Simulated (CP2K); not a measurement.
Two runs for the Cl L₂,₃ edge of chloroacetaldehyde. Run A: CP2K XAS_TDP, all-electron GAPW, PBEh(45%), aug-pc-1, TDA, ZORA, spin–orbit coupling. Run B differs in one setting.

First lines with a strength over 0.0003. A:

```
             atom  energy (eV)  states  strength, one atom
Cl4 (bonded to C)       198.54       2              0.0059
                        200.06       2              0.0038
                        201.05       1              0.0005
                        201.63       2              0.0011
                        201.76       2              0.0008
```

B:

```
             atom  energy (eV)  states  strength, one atom
Cl4 (bonded to C)       202.32       2              0.0055
                        203.82       2              0.0039
                        204.79       1              0.0005
                        205.42       2              0.0009
                        205.50       2              0.0009
```

Question: Which was it: GW2X switched on, the basis, the functional?

GW2X switched on. GW2X shifts the lines nearly together; each 2p level gets its own shift. The lowest line over the strength cut lies at 202.32 eV, against 198.54 eV (PBEh(45%), aug-pc-1).

[Banner, clock and machine lines of the logs are left out without a mark of their own.]

[Logs are printed without paths, hosts, clocks, repeated set-up lines and the standing remarks that a program may print on its own settings, such as how far it seeks lower states.]

[Hosts, paths, dates, database ids (printed as entryN), source tags and the programs' standing remarks are cut or masked in the printed files.]
